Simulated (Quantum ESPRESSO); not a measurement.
# GaN (F-43m): from Born charge to LO-TO splitting

Wanted: the LO mode of GaN (F-43m) from the TO mode and the field response.

Program: Quantum ESPRESSO 7.5. Level of theory: DFT LDA, scalar-relativistic, plane waves, PseudoDojo norm-conserving pseudopotentials. Results are calculated unless marked as measured.

## Step 1: The relaxed structure

It takes space group F-43m (No. 216, cubic). The conventional cell has a = 4.453 Å, b = 4.453 Å, c = 4.453 Å, α = 90.00°, β = 90.00°, γ = 90.00°. Ga has 4 N at 1.93 Å nearest. N has 4 Ga at 1.93 Å nearest. Farther neighbours and most contacts between anions are not listed.

This is the cell after its relaxation at this level of theory, not the database cell from which that began.

## Step 2: What the response run gave

A linear-response run on the relaxed cell, with the response to an electric field; only its zone-centre results are used. Cutoff 92 Ry, k mesh 12×12×12.

Output:

```text
[banners, grids, parts of the stress and lines that vanish by symmetry left out]
Program PHONON v.7.5
     Reading xml data from directory:

[...]
Exchange-correlation= PW
                           (   1   4   0   0   0   0   0)
[...]
kinetic-energy cut-off    =      92.0000  Ry
     charge density cut-off    =     368.0000  Ry
     convergence threshold     =      1.0E-18
[...]
Exchange-correlation= PW
                           (   1   4   0   0   0   0   0)
[...]
q = (   0.0000000   0.0000000   0.0000000 )
     25 Sym.Ops. (with q -> -q+G )
     G cutoff =  660.0200  (  17933 G-vectors)     FFT grid: ( 40, 40, 40)
     number of k points=    72
[...]
Mode symmetry, T_d (-43m)  point group:
[...]
Dielectric constant
[...]
End of electric fields calculation
          Dielectric constant in cartesian axis
          (       5.764066930       0.000000000       0.000000000 )
          (       0.000000000       5.764066930      -0.000000000 )
          (       0.000000000      -0.000000000       5.764066930 )
          Effective charges (d Force / dE) in cartesian axis without acoustic sum rule applied (asr)
           atom    1  Ga    Mean Z*:        2.64527
      Ex  (        2.64527        0.00000        0.00000 )
      Ey  (        0.00000        2.64527        0.00000 )
      Ez  (       -0.00000        0.00000        2.64527 )
           atom    2  N     Mean Z*:       -2.64579
      Ex  (       -2.64579       -0.00000       -0.00000 )
      Ey  (       -0.00000       -2.64579        0.00000 )
      Ez  (       -0.00000        0.00000       -2.64579 )
          Effective charges Sum: Mean:       -0.00052
[...]
Effective charges (d Force / dE) in cartesian axis with asr applied:
           atom    1  Ga    Mean Z*:        2.64553
[...]
atom    2  N     Mean Z*:       -2.64553
[...]
Representation #   1 modes #   1   2   3
[...]
End of self-consistent calculation
     Convergence has been achieved
     Representation #   2 modes #   4   5   6
[...]
End of self-consistent calculation
     Convergence has been achieved
[...]
Dielectric constant in cartesian axis
          (       5.764066930       0.000000000       0.000000000 )
          (       0.000000000       5.764066930      -0.000000000 )
          (       0.000000000      -0.000000000       5.764066930 )
          Effective charges (d Force / dE) in cartesian axis without acoustic sum rule applied (asr)
           atom    1  Ga    Mean Z*:        2.64527
      Ex  (        2.64527        0.00000        0.00000 )
      Ey  (        0.00000        2.64527        0.00000 )
      Ez  (       -0.00000        0.00000        2.64527 )
           atom    2  N     Mean Z*:       -2.64579
      Ex  (       -2.64579       -0.00000       -0.00000 )
      Ey  (       -0.00000       -2.64579        0.00000 )
      Ez  (       -0.00000        0.00000       -2.64579 )
          Effective charges Sum: Mean:       -0.00052
[...]
Effective charges (d Force / dE) in cartesian axis with asr applied:
           atom    1  Ga    Mean Z*:        2.64553
[...]
atom    2  N     Mean Z*:       -2.64553
[...]
q = (    0.000000000   0.000000000   0.000000000 )
[...]
freq (    1) =       0.042049 [THz] =       1.402592 [cm-1]
     freq (    2) =       0.042049 [THz] =       1.402592 [cm-1]
     freq (    3) =       0.042049 [THz] =       1.402592 [cm-1]
     freq (    4) =      16.606316 [THz] =     553.927065 [cm-1]
     freq (    5) =      16.606316 [THz] =     553.927065 [cm-1]
     freq (    6) =      16.606316 [THz] =     553.927065 [cm-1]
[...]
Mode symmetry, T_d (-43m)  point group:
     freq (   1-   3) =          1.4  [cm-1]   --> T_2  G_15 P_4   I+R
     freq (   4-   6) =        553.9  [cm-1]   --> T_2  G_15 P_4   I+R

   JOB DONE.
```

```csv
quantity,value
cell volume Ω (Å³),22.072
mass of Ga (u),69.723
mass of N (u),14.007
"Born charge of Ga, raw (e)",2.645
"Born charge of N, raw (e)",-2.646
ε∞,5.764
ω(TO) after the sum rule (cm⁻¹),553.9
```

## Step 3: The calculation

The charges must sum to zero over the cell; taking off their mean, 0.000 e, leaves Z* = 2.646 e on Ga. In the polar mode Ga moves against N, so the reduced mass is μ = 69.72 × 14.01 / 83.73 = 11.664 u.

A longitudinal wave builds up a field that adds to the restoring force: ω(LO)² = ω(TO)² + 4π Z*² / (μ Ω ε∞), in Hartree atomic units. With μ = 21262 electron masses and Ω = 148.95 bohr³ the second term is 4.8180e-06 Ha², or 232079 cm⁻² (1 Ha = 219474.6 cm⁻¹).

So ω(LO) = √(306827 + 232079) = 734.1 cm⁻¹, and by the Lyddane-Sachs-Teller relation ε₀ = ε∞ (ω(LO)/ω(TO))² = 10.12.

## Step 4: Check against the program

The analysis program adds the same non-analytic term to the full matrix, here for q along (1 0 0).

Output:

```text
[banner, memory and clock lines left out]
Program DYNMAT v.7.5

     Reading Dynamical Matrix from file g.dyn
     ...Force constants read
     ...epsilon and Z* read

     Polarizability (A^3 units)
     multiply by 0.386395 for Clausius-Mossotti correction
         8.367871    0.000000    0.000000
         0.000000    8.367871   -0.000000
         0.000000   -0.000000    8.367871

     IR activities are in (D/A)^2/amu units

# mode   [cm-1]    [THz]      IR
    1     -0.00   -0.0000    0.0000
    2     -0.00   -0.0000    0.0000
    3      0.00    0.0000    0.0000
    4    553.92   16.6061   13.8438
    5    553.92   16.6061   13.8438
    6    734.10   22.0078   13.8438
```

ε₀ comes from the program's run without a direction of q.

```csv
quantity,by hand,program
ω(LO) (cm⁻¹),734.1,734.1
ε₀,10.12,10.12
```

## Step 5: Summary of results

```yaml
to_mode: 553.9 cm⁻¹
lo_mode: 734.1 cm⁻¹
static_dielectric_constant: 10.12
```

What this shows: The LO mode of GaN (F-43m) lies at 734 cm⁻¹, 180 cm⁻¹ above the TO mode; the formula meets the program within 0.1 cm⁻¹, as it must for a cubic crystal with one polar mode. ω(LO)² − ω(TO)² goes with Z*²/ε∞: an error of 5 % in ε∞ would move the LO mode by 7.6 cm⁻¹, and semilocal functionals tend to overestimate ε∞. These are harmonic values at zero temperature, at the volume of this functional, for the structure held cubic; stability elsewhere in the zone is no part of this calculation.

[Host names and launcher messages were left out of these logs when they were recorded.]

[Logs are printed without paths, hosts, clocks, repeated set-up lines and the standing remarks that a program may print on its own settings, such as how far it seeks lower states.]

[Hosts, paths, dates, database ids (printed as entryN), source tags and the programs' standing remarks are cut or masked in the printed files.]
